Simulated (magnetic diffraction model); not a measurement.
## Solving a magnetic structure from powder neutron data: Ba₂YbSbS₆

Space group Fm-3m (no. 225), a = 9.7480 Å.

```
site  atom    x    y       z
  4b    Yb  1/2    0       0
  8c    Ba  1/4  1/4     3/4
  4a    Sb    0    0       0
 24e     S    0    0  0.7620
```

The compound is invented for this exercise: a known structure type with other elements, its cell scaled to their sizes and not relaxed.

Only Yb is taken to order (form factors of Yb3+); orders and moment sizes are assumed, and not adapted to the symmetry. Radiation: neutrons of λ = 2.36 Å, 2° to 80°; isotropic B of 0.17 Å² (Yb), 0.2 Å² (Ba), 0.18 Å² (Sb) and 0.3 Å² (S). Simulated constant-wavelength pattern: nuclear and magnetic terms add, the magnetic one as |2.695 fm × Σ f S⊥ exp(2πi Q·r) exp(−B s²)|², summed over all Q at one angle with the factor 1/(sin²θ cos θ). For a modulated order the moment at position r is S exp(−2πi k·r) + c.c., with S = m/2 for a sine wave of amplitude m and S = m(u + iv)/2 for moments turning in a plane, u and v being orthogonal unit vectors in it; the phase factor of the sum at Q = H + k is then exp(2πi H·r). Free-ion form factors, Sears's scattering lengths of 1992, no absorption; a label names one of the reflections at its angle. The strongest nuclear line in the range is 100, and lines under 0.2 are left out.

Above the ordering temperature:

```csv
2θ (°),index,I
24.21,(1 1 1),9.9
28.02,(2 0 0),33.6
40.04,(2 2 0),95.1
47.34,(3 1 1),14.7
49.59,(2 2 2),6.8
57.92,(4 0 0),100.0
63.69,(3 3 1),13.8
65.55,(4 2 0),29.3
72.74,(4 2 2),71.4
77.95,(5 1 1),7.0
```

Below it (cell unchanged):

```
2θ (°)      I
  3.47   33.0
 22.35    1.9
 24.21    9.9
 24.46    0.7
 26.41    1.6
 28.02   33.6
 28.24    1.0
 31.61    0.4
 37.53    0.8
 40.04   95.1
 40.21    0.5
 42.74    0.7
 43.97    0.7
 46.33    0.7
 47.34   14.7
 47.48    0.4
 48.61    0.7
 49.59    6.8
 50.81    0.5
 51.89    0.4
 57.92  100.0
 58.04    0.2
 60.97    0.6
 61.92    0.4
 63.69   13.8
 63.81    0.2
 65.55   29.3
 65.67    0.3
 66.58    0.5
 67.50    0.2
 69.30    0.5
 71.09    0.3
 72.74   71.4
 73.73    0.3
 74.60    0.3
 76.34    0.2
```
(The table stops after 36 lines; 3 more lie at higher angle.)

**Question.** Check that the new lines index with k = (1/4 0 0), then choose among these models:
A. a sine wave with moments along [010] (amplitudes given), 2.2 μB on Yb
B. moments turning in the plane of [001] and [100], 2.2 μB on Yb
C. a sine wave with moments along [100] (amplitudes given), 2.2 μB on Yb
D. a sine wave with moments along [001] (amplitudes given), 2.2 μB on Yb

The new lines index as (1/4 0 0) at 3.47°, (3/4 1 1) at 22.35°, (7/4 0 0) at 24.46° and (5/4 1 1) at 26.41°, that is as H ± k with k = (1/4 0 0), one of 3 inequivalent arms of its star (k and −k counted as one), which a powder can't tell apart. Satellites come in pairs about each point of the reciprocal lattice.

Magnetic intensity, observed (below minus above) and for each model:

| 2θ (°) | index | observed | A | B | C | D |
| --- | --- | --- | --- | --- | --- | --- |
| 3.47 | (1/4 0 0) | 33.0 | 33.0 | 33.0 | <0.2 | 33.0 |
| 22.35 | (3/4 1 1) | 1.9 | 1.9 | 4.4 | 2.5 | 1.9 |
| 26.41 | (5/4 1 1) | 1.6 | 1.6 | 2.9 | 1.2 | 1.6 |
| 28.24 | (1/4 2 0) | 1.0 | 1.0 | 2.9 | 1.9 | 1.0 |
| 40.21 | (1/4 2 2) | 0.5 | 0.5 | 1.4 | 0.9 | 0.5 |
| 43.97 | (11/4 1 1) | 0.7 | 0.7 | 0.9 | <0.2 | 0.7 |
| 46.33 | (3/4 3 1) | 0.7 | 0.7 | 2.1 | 1.3 | 0.7 |
| 48.61 | (5/4 3 1) | 0.7 | 0.7 | 1.8 | 1.1 | 0.7 |

Models A and D match alike on every line, so these data can't choose among them (such ties are often domains of one structure).

The structure used: k = (1/4 0 0), a sine wave with moments along [001] (amplitudes given), 2.2 μB on Yb.

[Logs are printed without paths, hosts, clocks, repeated set-up lines and the standing remarks that a program may print on its own settings, such as how far it seeks lower states.]
